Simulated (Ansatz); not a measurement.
# ZrPbSO2 (built on the sites of a database entry of ZrPbO3): following an unstable mode

Aim: this structure of ZrPbSO2 (built on the sites of a database entry of ZrPbO3) is to be tested for unstable modes, and one is followed downhill.

Main program and level: Ansatz 0.2.0; DFT PBEsol, scalar-relativistic, plane waves, norm-conserving pseudopotentials.

The structure was built from a prototype and need not be the compound's stable phase.

## (1) Set-up

Symmetry: P4/mmm, No. 123, tetragonal system. Conventional cell: a = 4.109 Å, b = 4.109 Å, c = 5.176 Å, α = 90.00°, β = 90.00°, γ = 90.00°. Nearest to Zr lie 4 O at 2.05 Å and 2 S at 2.59 Å. Nearest to Pb lie 4 S at 2.91 Å. O has 2 Zr at 2.05 Å nearest. S has 2 Zr at 2.59 Å and 4 Pb at 2.91 Å nearest. Farther neighbours and most contacts between anions are not listed.

## (2) Zone-centre response

The cell comes from relaxations at this level that are not shown. The zone centre is the only wavevector solved here; it holds the modes that light can see, as far as symmetry allows. The response to a homogeneous field gives the Born charges and the dielectric tensor.

File input.yaml:

```yaml
crystal:
  lattice:
    - [4.1087549772, 0.0, 0.0]
    - [0.0, 5.1755016179, 0.0]
    - [0.0, 0.0, 4.1087549772]
  atoms:
    - { symbol: Zr, position: [0.0, 0.0, 0.0] }
    - { symbol: Pb, position: [0.5, 0.5, 0.5] }
    - { symbol: O, position: [0.5, 0.0, 0.0] }
    - { symbol: O, position: [0.0, 0.0, 0.5] }
    - { symbol: S, position: [0.0, 0.5, 0.0] }
kpoints:
  mp_grid: { grid: [8, 6, 8] }
hamiltonian:
  xc: pbesol
  pseudopotentials: { kind: nc }
scf:
  occupations: { method: fixed }
output:
  eigenvalues: true
phonons:
  method: dfpt
  dielectric: true
  rigid_motions: translations
```

Started as:

```sh
$ ansatz run input.yaml --threads 8 --pin off --max-ram 14336MiB --backend cpu --events-out ev --progress --plain --runs-dir out
```

Numbers of over 12 decimals in the logs are rounded to 6 here.

Log:

```text
Engine: ansatz 0.2.0, x86_64-unknown-linux-gnu
Pseudopotentials: kind: nc
Pseudopotential: Zr, nc, valence charge 12, recommended cutoff 897.975746 eV (normal), Zr.nc.azcp (PseudoDojo's, or run here from an input of PseudoDojo's: the run reads no file of this project's for it)
Pseudopotential: Pb, nc, valence charge 14, recommended cutoff 850 eV (normal), Pb.nc.azcp (PseudoDojo's, or run here from an input of PseudoDojo's: the run reads no file of this project's for it)
Pseudopotential: O, nc, valence charge 6, recommended cutoff 1142.878222 eV (normal), O.nc.azcp (PseudoDojo's, or run here from an input of PseudoDojo's: the run reads no file of this project's for it)
Pseudopotential: S, nc, valence charge 6, recommended cutoff 707.496042 eV (normal), S.nc.azcp (PseudoDojo's, or run here from an input of PseudoDojo's: the run reads no file of this project's for it)
Functional definition: PBEsol
  exchange = pbesol_x
  correlation = pbesol_c
Crystal: 5 atoms, lattice volume = 87.372 Å³
Basis set: ecut = 1142.878222 eV, 7697 PW (Γ), exchange–correlation on 96×120×96 points (8 copies of the dense FFT grid, shifted against one another)
Bands: 27, of which v1, the nominal top of the filled ones, is band 22 counted from 1 (21 counted from 0)
Symmetry: 16 space group operations
k-points: 196 of 384 (irreducible under 1 space group operation, time reversal used)
Non-local potential: Zr, projectors of the file, l = 0: 2, l = 1: 2, l = 2: 2
Non-local potential: Pb, projectors of the file, l = 0: 3, l = 1: 2, l = 2: 2, l = 3: 1
Non-local potential: O, projectors of the file, l = 0: 2, l = 1: 2, l = 2: 1
Non-local potential: S, projectors of the file, l = 0: 2, l = 1: 2, l = 2: 2
Initial density: superposition of atomic densities (chi_scale 0.1, normalization cell, long waves kept (reshape's long-wave potential 0.04 eV rms))
Initial wavefunctions: pseudopotential atomic-orbital guess
Functional: x = pbesol(κ = 0.804, μ = 0.123457), c = pbesol(β = 0.046)
SCF iter   1: F=—  HF=-4479.270463 eV  |F-HF|=—  |Δ(HF+E_count)|=         —  Δρ=4.78e-2  dr2=3.63e0  ethr=3.10e-3  ⟨swp⟩=5.1  Hψ=22374  notcnv=0  defer=448
preconditioner: auto → Resta (q_TF=auto, 2.434 Å⁻¹)  ε∞=5.1  [insulator: Δε(μ)=0.770 eV  Ē_g=11.784 eV  n_scr=20 (ndim 8)  ℏωp=23.8 eV  f_vac=0.000  ε∞_Penn≈5.1]
SCF iter   2: F=—  HF=-4478.295428 eV  |F-HF|=—  |Δ(HF+E_count)|=   9.75e-1  Δρ=2.56e-2  dr2=1.13e0  ethr=3.10e-3  ⟨swp⟩=3.4  Hψ=10300  notcnv=0  defer=549
SCF iter   3: F=—  HF=-4477.912234 eV  |F-HF|=—  |Δ(HF+E_count)|=   3.83e-1  Δρ=1.50e-2  dr2=1.46e-1  ethr=2.57e-3  ⟨swp⟩=3.1  Hψ=9511  notcnv=0  defer=550
SCF iter   4: F=—  HF=-4477.885420 eV  |F-HF|=—  |Δ(HF+E_count)|=   2.68e-2  Δρ=3.45e-3  dr2=1.40e-2  ethr=3.32e-4  ⟨swp⟩=2.1  Hψ=10005  notcnv=0  defer=569
SCF iter   5: F=—  HF=-4477.883906 eV  |F-HF|=—  |Δ(HF+E_count)|=   1.51e-3  Δρ=9.15e-4  dr2=8.90e-4  ethr=3.18e-5  ⟨swp⟩=2.1  Hψ=7771  notcnv=0  defer=584
SCF iter   6: F=—  HF=-4477.884063 eV  |F-HF|=—  |Δ(HF+E_count)|=   1.57e-4  Δρ=1.94e-4  dr2=3.88e-5  ethr=2.02e-6  ⟨swp⟩=2.1  Hψ=8219  notcnv=0  defer=584
SCF iter   7: F=—  HF=-4477.884082 eV  |F-HF|=—  |Δ(HF+E_count)|=   1.84e-5  Δρ=5.63e-5  dr2=4.31e-6  ethr=8.81e-8  ⟨swp⟩=2.0  Hψ=8795  notcnv=0  defer=467
SCF iter   8: F=—  HF=-4477.883996 eV  |F-HF|=—  |Δ(HF+E_count)|=   8.54e-5  Δρ=1.03e-5  dr2=1.71e-7  ethr=9.80e-9  ⟨swp⟩=2.4  Hψ=9420  notcnv=0  defer=264
SCF iter   9: F=—  HF=-4477.883997 eV  |F-HF|=—  |Δ(HF+E_count)|=   3.03e-8  Δρ=3.23e-6  dr2=1.40e-8  ethr=3.88e-10  ⟨swp⟩=2.0  Hψ=7559  notcnv=0  defer=264
SCF iter  10: F=—  HF=-4477.883997 eV  |F-HF|=—  |Δ(HF+E_count)|=   1.61e-9  Δρ=4.78e-7  dr2=1.77e-10  ethr=3.18e-11  ⟨swp⟩=2.0  Hψ=7672  notcnv=0  defer=264
SCF iter  11: F=-4477.883997 eV  HF=-4477.883997 eV  |F-HF|=3.64e-12  |Δ(HF+E_count)|=  1.33e-10  Δρ=8.38e-8  dr2=3.99e-12  ethr=1.00e-12  ⟨swp⟩=15.5  Hψ=42402  notcnv=0
SCF 1 converged in 11 iterations: F = -4477.883997 eV  dr2 = 3.99e-12
DFPT response loops at Γ: preconditioner auto → Resta (q_TF=auto, 2.434 Å⁻¹)  ε∞=6.7 (no band partly filled); β = 1.00, the filter's whole step (`scf.mixing.beta` (0.50) is not read by the response loops at its default; to damp them type it under 1.00, their step now; it binds the ground state too); Broyden in place of MSR1
── the response to a field inside a basis, on 10×8×10 k-points: an SCF that follows is theirs, and a resumed run solves both again ──
Bands: 23, of which v1, the nominal top of the filled ones, is band 22 counted from 1 (21 counted from 0)
k-points: 60
Initial density: handed on by an earlier stage of this run
Initial wavefunctions: pseudopotential atomic-orbital guess (no wavefunctions were taken with the density)
Eigensolver: Dense (60 Hₖ)
SCF iter   1: F=—  HF=-4477.864194 eV  |F-HF|=—  |Δ(HF+E_count)|=         —  Δρ=1.43e-4  dr2=2.38e-6  ethr=1.00e-1
preconditioner: auto → Resta (q_TF=auto, 2.434 Å⁻¹)  ε∞=5.6  [insulator: Δε(μ)=1.684 eV  Ē_g=11.094 eV  n_scr=20 (ndim 8)  ℏωp=23.8 eV  f_vac=0.004  ε∞_Penn≈5.6]
SCF iter   2: F=—  HF=-4477.864199 eV  |F-HF|=—  |Δ(HF+E_count)|=   4.51e-6  Δρ=7.55e-5  dr2=6.79e-7  ethr=5.40e-9
SCF iter   3: F=-4477.864201 eV  HF=-4477.864201 eV  |F-HF|=2.22e-9  |Δ(HF+E_count)|=   1.85e-6  Δρ=4.82e-6  dr2=1.87e-8  ethr=1.54e-9
SCF 1 converged in 3 iterations: F = -4477.864201 eV  dr2 = 1.87e-8
DFPT response loops at Γ: preconditioner auto → Resta (q_TF=auto, 2.434 Å⁻¹)  ε∞=6.0 (no band partly filled); β = 1.00, the filter's whole step (`scf.mixing.beta` (0.50) is not read by the response loops at its default; to damp them type it under 1.00, their step now; it binds the ground state too); Broyden in place of MSR1
WARN: field response: ε∞ stands inside a basis, on 10×8×10 points; the force constants stand on the 8×6×8 k-mesh, whose period is 10.37 times the interband length at k = (0.0000, 0.0000, -0.5000), direct gap 1.410 eV, under 14: take them and everything formed from them as unconverged, and compare with a denser kpoints.mp_grid
SCF converged after 11 iterations
Free energy (F): -4477.883997 eV
Harris-Foulkes:  -4477.883997 eV  (|F-HF|=3.64e-12)
Internal energy: -4477.883997 eV  (E = F + TS)
E sigma→0 (E₀):  -4477.883997 eV
Fermi energy:    9.251443 eV
--- Per-component energies (eV) ---
  E_band       = -161.189295
  E_kinetic    = 2033.235554
  E_local      = -2810.791349  (includes V_loc(G=0)·N_el)
  E_nonlocal   = -231.263212
  E_hartree    = 857.987268
  E_xc         = -1107.565432
  E_vxc        = -868.344802  (∫ρ·V_xc dr)
  E_ewald      = -3219.486826
  E_smearing   = -0.000000  (= −TS)
  E_closure    = -0.000000  (closes the sum)
  Σ components = -4477.883997   (vs F -4477.883997, Δ=0.00e0)
--- Band table (eV; the first three rows and the last of 196) ---
  k-point 0: bands = [... 18 lower, 7.7723, 8.4080, 8.4478, 8.4478, 11.2755, 11.2755, 12.3617, 12.6647, ... 1 higher]
  k-point 1: bands = [... 18 lower, 7.7022, 8.1068, 8.3127, 8.3466, 11.2902, 11.6442, 12.6855, 12.6916, ... 1 higher]
  k-point 2: bands = [... 18 lower, 7.6781, 7.8128, 8.2462, 8.2498, 11.3263, 12.1123, 12.5214, 13.0206, ... 1 higher]
  k-point 195: bands = [... 18 lower, 5.3269, 7.7562, 7.7562, 9.1144, 12.7668, 14.3144, 14.3144, 15.2687, ... 1 higher]
--- Phonons (Γ-DFPT): 9 representative perturbations + reference, on 196 of 384 k-points (Σ response iterations 33) ---
  k mesh reduced under 1 symmetry operation, with k and −k counted as one. Each operation leaves every solved perturbation unchanged. A smaller set is not considered because the run solves the response to a homogeneous field
  ASR residual: 1.878e-4 → 0.000e0 eV/Å²; symmetrization residual: 1.097e-5 eV/Å²
  ASR residual per site (eV/Å²): 1.88e-4 9.34e-5 1.16e-5 1.16e-5 1.48e-5
  Γ frequencies (cm⁻¹): -195.74 -132.17 -29.36 -29.36 0.00 0.00 0.00 107.36 107.36 127.61 152.85 152.85 339.19 454.91 454.91
  ε∞ (high-frequency dielectric tensor):
       11.145941     0.000000     0.000000
        0.000000     6.980651     0.000000
        0.000000     0.000000    11.145941
  softest optical mode at Γ: -195.74 cm⁻¹; the repairs (sum rule, projections) moved no ω² at Γ by more than (1.83 cm⁻¹)²
  Born effective charges Z* (e; rows j = field, columns β = displacement):
    site 0:
         6.93323    0.00000    0.00000
         0.00000    4.91633    0.00000
         0.00000    0.00000    6.93323
    site 1:
         5.13087    0.00000    0.00000
         0.00000    2.81726    0.00000
         0.00000    0.00000    5.13087
    site 2:
        -6.37653    0.00000    0.00000
         0.00000   -2.26913    0.00000
         0.00000    0.00000   -1.70651
    site 3:
        -1.70651    0.00000    0.00000
         0.00000   -2.26913    0.00000
         0.00000    0.00000   -6.37653
    site 4:
        -3.98106    0.00000    0.00000
         0.00000   -3.19534    0.00000
         0.00000    0.00000   -3.98106
  Z* charge neutrality: 3.416e-3 e pre-enforcement
  solved inside a basis spanned on kpoints, on 10×8×10 k-points transformed towards the longest dipole: ε∞ is read to err by 4.5e-2, Z* by 4.2e-2 e (field_mesh: kpoints solves on kpoints); Z* is corrected for what the basis lacks
  optical modes at Γ without the LO–TO term, one row a degenerate level:
      ω (cm⁻¹)  modes    IR ((D/Å)²/amu)
       -195.74      1             0.0000
       -132.17      1            14.6617
        -29.36      2            19.7752
        107.36      2            71.6420
        127.61      1            10.0133
        152.85      2             0.2971
        339.19      1             4.5187
        454.91      2            86.9363
  optical modes at Γ + LO–TO along q̂ = [1.0000, 0.0000, 0.0000]:
      ω (cm⁻¹)  modes    IR ((D/Å)²/amu)
       -195.74      1             0.0000
       -132.17      1            14.6617
        -29.36      1             9.8876
         38.36      1             0.0960
        107.36      1            35.8210
        127.61      1            10.0133
        152.67      1             0.0041
        152.85      1             0.1486
        262.22      1            13.6052
        339.19      1             4.5187
        454.91      1            43.4681
        585.72      1            75.6200
  optical modes at Γ + LO–TO along q̂ = [0.0000, 1.0000, 0.0000]:
      ω (cm⁻¹)  modes    IR ((D/Å)²/amu)
       -195.74      1             0.0000
        -34.03      1             0.9255
[...]
optical modes at Γ + LO–TO along q̂ = [0.0000, 0.0000, 1.0000]:
      ω (cm⁻¹)  modes    IR ((D/Å)²/amu)
       -195.74      1             0.0000
       -132.17      1            14.6617
        -29.36      1             9.8876
         38.36      1             0.0960
        107.36      1            35.8210
        127.61      1            10.0133
        152.67      1             0.0041
        152.85      1             0.1486
        262.22      1            13.6052
        339.19      1             4.5187
        454.91      1            43.4681
        585.72      1            75.6200
```

The job ended after 5 min (8 threads of Intel Xeon Platinum 8259CL at 2.50GHz (Skylake/Cascade Lake), shared host; peak memory 7.7 GiB).

This step gave:

* gap on the k-mesh: 1.354 eV
* volume per atom: 17.47 Å³
* sum-rule residual before enforcement: 1.88e-4 eV/Å²
* miss of the charge sum rule: 0.003416 e
* estimated error of the dielectric tensor: 0.04537
* estimated error of the Born charges: 0.04236 e
* point group: 4/mmm
* highest optical mode at the zone centre (no LO-TO term): 454.9 cm⁻¹
* lowest optical zone-centre mode: -195.7 cm⁻¹
* mean high-frequency dielectric constant: 9.758
* largest Born charge (third of the trace): 6.261 e
* top of the zone-centre spectrum with the field: 585.7 cm⁻¹

Without the LO-TO term. Patterns of degenerate modes are one choice out of their space. Modes at Γ, with each element's share of the kinetic energy (negative means imaginary):

| mode | frequency (cm⁻¹) | symmetry | Zr % | Pb % | O % | S % |
| --- | --- | --- | --- | --- | --- | --- |
| 1 | -195.7 | B2u | 0 | 0 | 100 | 0 |
| 2 | -132.2 | A2u | 3 | 29 | 58 | 9 |
| 3 | -29.4 | Eu | 22 | 35 | 41 | 1 |
| 4 | -29.4 | Eu | 22 | 35 | 41 | 1 |
| 5 | 0.0 | acoustic | 25 | 57 | 9 | 9 |
| 6 | 0.0 | acoustic | 25 | 57 | 9 | 9 |
| 7 | 0.0 | acoustic | 25 | 57 | 9 | 9 |
| 8 | 107.4 | Eu | 40 | 0 | 15 | 45 |
| 9 | 107.4 | Eu | 40 | 0 | 15 | 45 |
| 10 | 127.6 | A2u | 61 | 14 | 24 | 1 |
| 11 | 152.8 | Eu | 10 | 8 | 38 | 44 |
| 12 | 152.8 | Eu | 10 | 8 | 38 | 44 |
| 13 | 339.2 | A2u | 11 | 0 | 9 | 80 |
| 14 | 454.9 | Eu | 3 | 0 | 96 | 1 |
| 15 | 454.9 | Eu | 3 | 0 | 96 | 1 |

Displacements in mode 1 (-195.7 cm⁻¹), the largest set to 1:
```
Zr1  0.00  0.00  0.00
Pb2  0.00  0.00  0.00
O3   0.00  1.00  0.00
O4   0.00 -1.00  0.00
S5   0.00  0.00  0.00
```

Displacements in mode 13 (339.2 cm⁻¹), the largest set to 1:
```
Zr1  0.00 -0.22  0.00
Pb2  0.00 -0.01  0.00
O3   0.00 -0.33  0.00
O4   0.00 -0.33  0.00
S5   0.00  1.00  0.00
```

Before it was imposed, the acoustic sum rule was missed by 1.9e-4 eV/Å² and the charge sum rule by 0.0034 e. Small misses are needed for a sound result but don't prove that mesh and cutoff are converged. The lowest optical mode is imaginary, 195.7i cm⁻¹, so the energy falls along it.

The log warns of the k mesh: “the force constants stand on the 8×6×8 k-mesh, whose period is 10.37 times the interband length at k = (0.0000, 0.0000, -0.5000), direct gap 1.410 eV, under 14: take them and everything formed from them as unconverged”.

## (3) The mode frozen in, largest atomic shift 0 Å

The mode followed lies at Γ with frequency 195.7i cm⁻¹, the softest among the wavevectors solved. At small amplitude the distorted cell has space group no. 115 by a symmetry search on the positions. The undistorted cell that holds it gives the zero of energy on the same k mesh.

input.yaml, as its differences from that of step 2:

```diff
@@ -17,8 +17,6 @@
 scf:
-  occupations: { method: fixed }
+  occupations: { method: gaussian, width: 0.02 }
 output:
+  forces: true
+  stress: true
   eigenvalues: true
-phonons:
-  method: dfpt
-  dielectric: true
-  rigid_motions: translations
```

Log:

```text
[...]
Crystal: 5 atoms, lattice volume = 87.372 Å³
Basis set: ecut = 1142.878222 eV, 7697 PW (Γ), exchange–correlation on 96×120×96 points (8 copies of the dense FFT grid, shifted against one another)
Bands: 27, of which v1, the nominal top of the filled ones, is band 22 counted from 1 (21 counted from 0)
Symmetry: 16 space group operations
[...]
k-points: 60 of 384
[...]
--- Band table (eV; the first three rows and the last of 60) ---
  k-point 0: bands = [... 18 lower, 7.7723, 8.4080, 8.4478, 8.4478, 11.2756, 11.2756, 12.3618, 12.6647]
  k-point 1: bands = [... 18 lower, 7.7022, 8.1068, 8.3127, 8.3466, 11.2902, 11.6442, 12.6856, 12.6916]
  k-point 2: bands = [... 18 lower, 7.6780, 7.8128, 8.2462, 8.2497, 11.3263, 12.1123, 12.5213, 13.0206]
  k-point 59: bands = [... 18 lower, 5.3268, 7.7562, 7.7562, 9.1144, 12.7668, 14.3144, 14.3144, 15.2686]
[key lines of the parts left out:]
SCF converged after 9 iterations
Free energy (F): -4477.883997 eV
Fermi energy:    9.928150 eV
P = ⅓ Tr σ = -0.0003 GPa (-0.003 kbar)
```

It took 4.7 s on 8 threads; peak memory 1.1 GiB.

Numbers from this step:

| Item | Value |
| --- | --- |
| pressure | -3.14e-4 GPa |
| energy from the undistorted cell | 0 meV/atom |

At this level the gap is 1.35 eV on the k-mesh of the self-consistent run, which can miss the band edges.

## (4) The mode frozen in, largest atomic shift 0.32 Å

The atoms are moved along the unstable eigenvector, the largest shift by 0.32 Å, with the cell fixed.

input.yaml, the sections that differ from step 3:

```yaml
crystal:
  lattice:
    - [4.1087549772, 0.0, 0.0]
    - [0.0, 5.1755016179, 0.0]
    - [0.0, 0.0, 4.1087549772]
  atoms:
    - { symbol: Zr, position: [0.0, 0.0, 0.0] }
    - { symbol: Pb, position: [0.5, 0.5, 0.5] }
    - { symbol: O, position: [0.5, 0.0618297556, 0.0] }
    - { symbol: O, position: [0.0, -0.0618297556, 0.5] }
    - { symbol: S, position: [0.0, 0.5, 0.0] }
# kpoints, hamiltonian, scf, output: as in step 3
```

Log:

```text
[...]
Crystal: 5 atoms, lattice volume = 87.372 Å³
Basis set: ecut = 1142.878222 eV, 7697 PW (Γ), exchange–correlation on 96×120×96 points (8 copies of the dense FFT grid, shifted against one another)
Bands: 27, of which v1, the nominal top of the filled ones, is band 22 counted from 1 (21 counted from 0)
Symmetry: 8 space group operations
[...]
--- Band table (eV; the first three rows and the last of 60) ---
  k-point 0: bands = [... 18 lower, 7.4922, 7.8080, 7.8080, 8.4640, 12.1455, 12.1455, 12.1842, 12.7744]
  k-point 1: bands = [... 18 lower, 7.6196, 7.7153, 7.8200, 8.4953, 11.9287, 12.0130, 12.5873, 12.8083]
  k-point 2: bands = [... 18 lower, 7.7317, 7.8106, 7.8435, 8.3711, 11.9234, 12.0009, 12.6071, 12.9983]
  k-point 59: bands = [... 18 lower, 5.5930, 7.9641, 7.9641, 8.7891, 12.9905, 13.4469, 13.4469, 15.2956]
[key lines of the parts left out:]
SCF converged after 9 iterations
Free energy (F): -4477.971747 eV
Fermi energy:    10.066486 eV
P = ⅓ Tr σ = -2.4968 GPa (-24.968 kbar)
```

Elapsed: 7 s, on 8 threads; peak memory 0.98 GiB.

This step gave:

| Quantity | Value |
| --- | --- |
| pressure | -2.497 GPa |
| gap on the k-mesh | 1.391 eV |
| energy from the undistorted cell | -17.55 meV/atom |

The energy, extrapolated to zero smearing, is -17.55 meV/atom against the undistorted cell.

The run ends at a pressure of -2.50 GPa, with forces up to 0.046 eV/Å.

## (5) Energy along the mode, all amplitudes (two of the runs are shown above)

An imaginary frequency means negative curvature, so the energy should fall and then rise again as anharmonic terms take over.

Numbers from this step:

```
depth at the lowest point sampled  : 17.55 meV/atom
largest atomic shift at that point : 0.32 Å
```

Energy from the parent against largest atomic shift:

| largest atomic shift (Å) | energy from the parent (meV/atom) |
| --- | --- |
| 0.000 | 0 |
| 0.040 | -0.711 |
| 0.080 | -2.73 |
| 0.140 | -7.43 |
| 0.220 | -14.2 |
| 0.320 | -17.6 |
| 0.450 | -2.50 |
| 0.600 | 54.9 |

Displacement at unit largest shift by atom:

| atom | x (Å) | y (Å) | z (Å) | size |
| --- | --- | --- | --- | --- |
| Zr1 | 0.00 | 0.00 | 0.00 | 0.00 |
| Pb2 | 0.00 | 0.00 | 0.00 | 0.00 |
| O3 | 0.00 | 1.00 | 0.00 | 1.00 |
| O4 | 0.00 | -1.00 | 0.00 | 1.00 |
| S5 | 0.00 | 0.00 | 0.00 | 0.00 |

The lowest of the steps tried is at 0.32 Å, 17.6 meV/atom below the parent; the bottom of the well need not coincide with a step.

(Continued in part 2 of 3.)

[Logs are printed without paths, hosts, clocks, repeated set-up lines and the standing remarks that a program may print on its own settings, such as how far it seeks lower states.]

[Hosts, paths, dates, database ids (printed as entryN), source tags and the programs' standing remarks are cut or masked in the printed files.]
